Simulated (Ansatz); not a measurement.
# Br on Ti(0001): change of the work function, part 3 of 3

Wanted: Δφ(θ) for Br/Ti(0001), starting from the fcc site.

Ansatz 0.2.0; plane-wave DFT, PBE, Ansatz PAW.

So far, work function, upper face (eV): step 2 (the clean slab) 4.37; step 3 (17 atoms, coverage 0.25 ML, cell 2x2) 4.08.

### Step 4. Adsorbate added, k-mesh 12×12×1, coverage 1 ML

System of this step: Br/Ti(0001). The cell holds 5 atoms: 4 Ti and 1 Br. Its edges and angles: a = 2.950 Å, b = 2.950 Å, c = 27.249 Å, α = 90.0°, β = 90.0°, γ = 60.0°. Vacuum lies along c.

Another coverage, to see how the dipoles act on each other as their distance changes.

Contents of input.yaml:

```yaml
crystal:
  lattice:
    - [2.95, 0.0, 0.0]
    - [1.475, 2.5547749412, 0.0]
    - [0.0, 0.0, 27.2486427004]
  atoms:
    - { symbol: Ti, position: [0.6666666667, 0.6666666667, 0.3302916809] }
    - { symbol: Ti, position: [0.0, 0.0, 0.4162519258] }
    - { symbol: Ti, position: [0.6666666667, 0.6666666667, 0.5047078513] }
    - { symbol: Ti, position: [0.0, 0.0, 0.5842962157] }
    - { symbol: Br, position: [0.3333333333, 0.3333333333, 0.6697083191] }
kpoints:
  mp_grid: { grid: [12, 12, 1] }
hamiltonian:
  xc: pbe
scf:
  occupations: { method: fermi_dirac, width: 0.1 }
  convergence: { dr2_threshold: 1.0e-08 }
efield:
  axis: 3
  dipole_correction: true
  ramp_position: 0.97
  ramp_width: 0.06
relax:
  f_tol: 0.02
  max_steps: 60
  constraints: [{ sites: [0, 1] }]
output:
  write_potential: true
  write_density: true
  volumetric_format: npy
```

Run with:

```sh
> ansatz run input.yaml --threads 4 --pin off --max-ram 6144MiB --backend cpu --events-out ev --progress --plain --runs-dir out
```

Numbers of over 12 decimals in the logs are rounded to 6 here.

The log of the run:

```text
[...]
Crystal: 5 atoms, lattice volume = 205.362 Å³
Basis set: ecut = 420 eV, 3943 PW (Γ), exchange–correlation on 40×40×384 points (8 copies of the dense FFT grid, shifted against one another)
Bands: 33, of which v1, the nominal top of the filled ones, is band 28 counted from 1 (27 counted from 0)
Symmetry: 6 space group operations
[...]
k-points: 19 of 144 (time reversal used)
[...]
SCF iter   1: F=—  HF=-12781.230263 eV  |F-HF|=—  |Δ(HF+E_count)|=         —  Δρ=1.10e-2  dr2=5.33e0  ethr=1.77e-3  p=-0.013 e·Å  D=-1.15e-2 V/Å  ΔV_dip=0.31 eV  dr2_dipole=2.24e0  V_vac-E_F(+/−)=4.29/3.97 eV  ⟨swp⟩=9.1  Hψ=3049  notcnv=0
[...]
SCF iter  10: F=-12781.166339 eV  HF=-12781.166339 eV  |F-HF|=5.00e-9  |Δ(HF+E_count)|=   2.23e-8  Δρ=1.17e-6  dr2=3.62e-9  ethr=1.82e-11  p=0.011 e·Å  D=9.56e-3 V/Å  ΔV_dip=-0.26 eV  dr2_dipole=2.27e-10  V_vac-E_F(+/−)=4.14/4.40 eV  ⟨swp⟩=10.3  Hψ=4718  notcnv=0
SCF 1 converged in 10 iterations: F = -12781.166339 eV  dr2 = 3.62e-9
[...]
relax step   1: F+E_penalty+E_count = -12781.16633908 eV  Δ(F+E_penalty+E_count) = +0.000e0 eV  max|allowed force component| = 2.064e0 eV/Å  Δτ_max = 0.0000 Å  (10 SCF iters, accepted)
[...]
SCF iter   1: F=—  HF=-12781.908156 eV  |F-HF|=—  |Δ(HF+E_count)|=         —  Δρ=1.78e-2  dr2=3.03e0  ethr=3.10e-3  p=0.011 e·Å  D=9.56e-3 V/Å  ΔV_dip=-0.26 eV  dr2_dipole=1.02e-2  V_vac-E_F(+/−)=4.13/4.39 eV  ⟨swp⟩=6.3  Hψ=1924  notcnv=0
[...]
SCF iter  11: F=-12781.699395 eV  HF=-12781.699395 eV  |F-HF|=1.35e-10  |Δ(HF+E_count)|=   5.20e-9  Δρ=4.45e-7  dr2=1.77e-9  ethr=1.82e-11  p=0.031 e·Å  D=2.72e-2 V/Å  ΔV_dip=-0.74 eV  dr2_dipole=1.72e-10  V_vac-E_F(+/−)=3.65/4.40 eV  ⟨swp⟩=9.3  Hψ=4108  notcnv=0
SCF 2 converged in 11 iterations: F = -12781.699395 eV  dr2 = 1.77e-9
relax step   2: F+E_penalty+E_count = -12781.69939532 eV  Δ(F+E_penalty+E_count) = -5.331e-1 eV  max|allowed force component| = 7.784e-1 eV/Å  Δτ_max = 0.1949 Å  (11 SCF iters, accepted)
[...]
SCF iter  10: F=-12781.732561 eV  HF=-12781.732561 eV  |F-HF|=2.97e-9  |Δ(HF+E_count)|=   1.45e-8  Δρ=7.77e-7  dr2=2.36e-9  ethr=1.82e-11  p=0.042 e·Å  D=3.71e-2 V/Å  ΔV_dip=-1.01 eV  dr2_dipole=5.47e-13  V_vac-E_F(+/−)=3.39/4.40 eV  ⟨swp⟩=10.4  Hψ=4747  notcnv=0
SCF 3 converged in 10 iterations: F = -12781.732561 eV  dr2 = 2.36e-9
relax step   3: F+E_penalty+E_count = -12781.73256080 eV  Δ(F+E_penalty+E_count) = -3.317e-2 eV  max|allowed force component| = 6.009e-1 eV/Å  Δτ_max = 0.1958 Å  (10 SCF iters, accepted)
[...]
SCF iter  10: F=-12781.752607 eV  HF=-12781.752607 eV  |F-HF|=2.22e-9  |Δ(HF+E_count)|=   1.31e-8  Δρ=7.88e-7  dr2=3.68e-9  ethr=1.82e-11  p=0.038 e·Å  D=3.38e-2 V/Å  ΔV_dip=-0.92 eV  dr2_dipole=2.60e-10  V_vac-E_F(+/−)=3.48/4.40 eV  ⟨swp⟩=10.3  Hψ=4341  notcnv=0
SCF 4 converged in 10 iterations: F = -12781.752607 eV  dr2 = 3.68e-9
relax step   4: F+E_penalty+E_count = -12781.75260670 eV  Δ(F+E_penalty+E_count) = -2.005e-2 eV  max|allowed force component| = 1.677e-2 eV/Å  Δτ_max = 0.0794 Å  (10 SCF iters, accepted)
[...]
SCF converged after 10 iterations
Free energy (F): -12781.752607 eV
[...]
Internal energy: -12781.545829 eV  (E = F + TS)
E sigma→0 (E₀):  -12781.649218 eV
Entropy (-TS):   -0.206778 eV (-41.356 meV/atom)
Fermi energy:    3.322884 eV
Dipole field:    D = 0.033791 V/Å  (p = 0.038349 e·Å, saw-weighted, corrected)
Work function:   Φ+ = 3.4795 eV   Φ− = 4.4002 eV
[...]
--- Forces (eV/Å), atoms counted from 1 ---
  atom   1  Ti    -0.00000000     0.00000000     0.53474140
  atom   2  Ti     0.00000000    -0.00000000    -0.54680136
  atom   3  Ti     0.00000000     0.00000000     0.01677050
  atom   4  Ti    -0.00000000    -0.00000000    -0.00068536
  atom   5  Br     0.00000000     0.00000000    -0.00400739
  max |Σ_I F_I| component: 1.78e-5 eV/Å
--- Band table (eV; the first three rows and the last of 19) ---
  k-point 0: bands = [... 24 lower, 3.2126, 3.6286, 3.7174, 3.9843, 3.9843, 4.0620, 4.0711, 4.0711, ... 1 higher]
  k-point 1: bands = [... 24 lower, 3.1507, 3.4859, 3.5640, 3.8245, 3.9064, 4.0727, 4.1712, 4.1910, ... 1 higher]
  k-point 2: bands = [... 24 lower, 2.8378, 3.1082, 3.3468, 3.5301, 3.6835, 4.0560, 4.1620, 4.2867, ... 1 higher]
  k-point 18: bands = [... 24 lower, 2.1199, 2.6248, 2.6617, 3.2463, 3.2633, 3.4257, 3.6032, 4.0428, ... 1 higher]
--- Relaxed structure (4 steps of the walk, 4 accepted, 0 SCFs on fresh bases) ---
  F+E_penalty+E_count = -12781.75260670 eV   max|allowed force component| = 1.677e-2 eV/Å
  atoms:
    - { symbol: Ti, position: [0.666667, 0.666667, 0.3302916809] }
    - { symbol: Ti, position: [-1.850371707762447e-17, -1.850371707762447e-17, 0.416252] }
    - { symbol: Ti, position: [0.666667, 0.666667, 0.502885] }
    - { symbol: Ti, position: [-1.850371707762447e-17, -1.8503717077624474e-17, 0.585345] }
    - { symbol: Br, position: [0.333333, 0.333333, 0.654428] }
```

It took 7.3 s on 4 threads of Intel Xeon 6975P-C (Granite Rapids), shared host; peak memory 0.58 GiB; 27 s of CPU time.

Step by step:

```csv
step,energy less that of the first step (eV),largest force component (eV/Å)
1,0.0000,2.0642
2,-0.5331,0.7784
3,-0.5662,0.6009
4,-0.5863,0.0168
```

The run keeps the 6 symmetry operations that it works with, so distortions that break them were not tested.

The atoms that moved most (Å):

```csv
atom,dx,dy,dz,length
Br5,0.000,0.000,-0.416,0.416
Ti3,0.000,0.000,-0.050,0.050
Ti4,0.000,0.000,0.029,0.029
```

Final coordinates:

```xyz
5
Lattice="2.9500 0.0000 0.0000 1.4750 2.5548 0.0000 0.0000 0.0000 27.2486" Properties=species:S:1:pos:R:3
Ti    2.9500    1.7032    9.0000
Ti    0.0000    0.0000   11.3423
Ti    2.9500    1.7032   13.7029
Ti    0.0000    0.0000   15.9499
Br    1.4750    0.8516   17.8323
```

Numbers from this step:

```
energy at zero smearing        : -12781.6492 eV
work function, upper face      : 3.479 eV
work function, lower face      : 4.400 eV
dipole along the normal        : 0.03835 e·Å
step between the vacuum levels : -0.9208 eV
```

Running mean over 2.342 Å of the planar mean; the ramp of the sawtooth is left out. The electron's electrostatic potential energy less the Fermi level by z:

```csv
z (Å),electron's electrostatic potential energy less the Fermi level (eV)
3.5,4.40
4.0,4.40
4.5,4.39
5.0,4.38
5.5,4.34
6.0,4.22
6.5,3.86
7.0,2.87
7.5,0.376
8.0,-3.13
8.5,-5.88
9.0,-6.74
9.5,-6.71
10.0,-6.60
10.5,-6.57
11.0,-6.59
11.5,-6.61
12.0,-6.59
12.5,-6.56
13.0,-6.58
13.5,-6.63
14.0,-6.79
14.5,-7.10
15.0,-7.19
15.5,-7.17
16.0,-7.73
16.5,-10.0
17.0,-11.8
17.5,-10.9
18.0,-9.05
18.5,-6.98
19.0,-2.74
19.5,1.45
20.0,3.09
20.5,3.40
21.0,3.46
21.5,3.48
22.0,3.48
22.5,3.48
23.0,3.48
23.5,3.48
24.0,3.48
```

The relaxation took 4 steps and lowered the energy by 0.59 eV; the largest force on the free atoms ends at 0.017 eV/Å.

The covered face has 3.48 eV, -0.89 eV against the clean one; the bare back face has moved by -0.02 eV, a measure of how thin the slab is.

### Step 5. Work function against coverage

This step: plane-wave DFT, PBE, Ansatz PAW; work function against coverage (Ansatz 0.2.0).

The runs are now put side by side.

Numbers from this step:

* work function of the clean face: 4.373 eV
* largest change of the work function: -0.8934 eV

The work function of the covered face by coverage:

```csv
coverage (adsorbates/nm²),work function of the covered face (eV)
0.00,4.37
3.32,4.08
13.27,3.48
```

The dipole per adsorbate comes from the change of the cell's dipole. Coverage, by row:

```csv
coverage (1/nm²),coverage (ML),work function (eV),change (eV),"dipole per adsorbate, positive end outwards (debye)",mean height of the added atoms over the highest substrate atom (Å)
3.317,0.25,4.081,-0.2919,0.23,1.981
13.27,1,3.479,-0.8934,0.174,1.882
```

### Step 6. What came out

| Item | Value |
| --- | --- |
| work function of the clean face | 4.37 eV |
| work function at 0.25 ML | 4.08 eV |
| work function at 1 ML | 3.48 eV |
| dipole per adsorbate at 0.25 ML, positive end outwards | 0.23 D |

In words: Br lowers the work function of Ti(0001) at the lowest coverage, by 0.29 eV: the adsorbate layer has its positive end outwards. An electronegative adsorbate that lowers the work function shows that charge transfer alone doesn't fix the sign: the pushed-back electron tail of the metal and the adsorbate's own polarisation count too. At the highest coverage the adsorbates are pressed to about 3.0 Å, closer than unbonded atoms of this kind usually come, so a real layer may not reach it. The slab has 4 layers, at the tabulated experimental lattice constant, one starting site was run, and quantum-size effects of a slab this thin can reach one or two tenths of an eV.

[Logs are printed without paths, hosts, clocks, repeated set-up lines and the standing remarks that a program may print on its own settings, such as how far it seeks lower states.]

[Hosts, paths, dates, database ids (printed as entryN), source tags and the programs' standing remarks are cut or masked in the printed files.]

[Maps of the electrostatic potential energy from Ansatz leave out the sawtooth potential of an applied field or a dipole correction, so their vacuum need not be flat; planar profiles and work functions include it.]
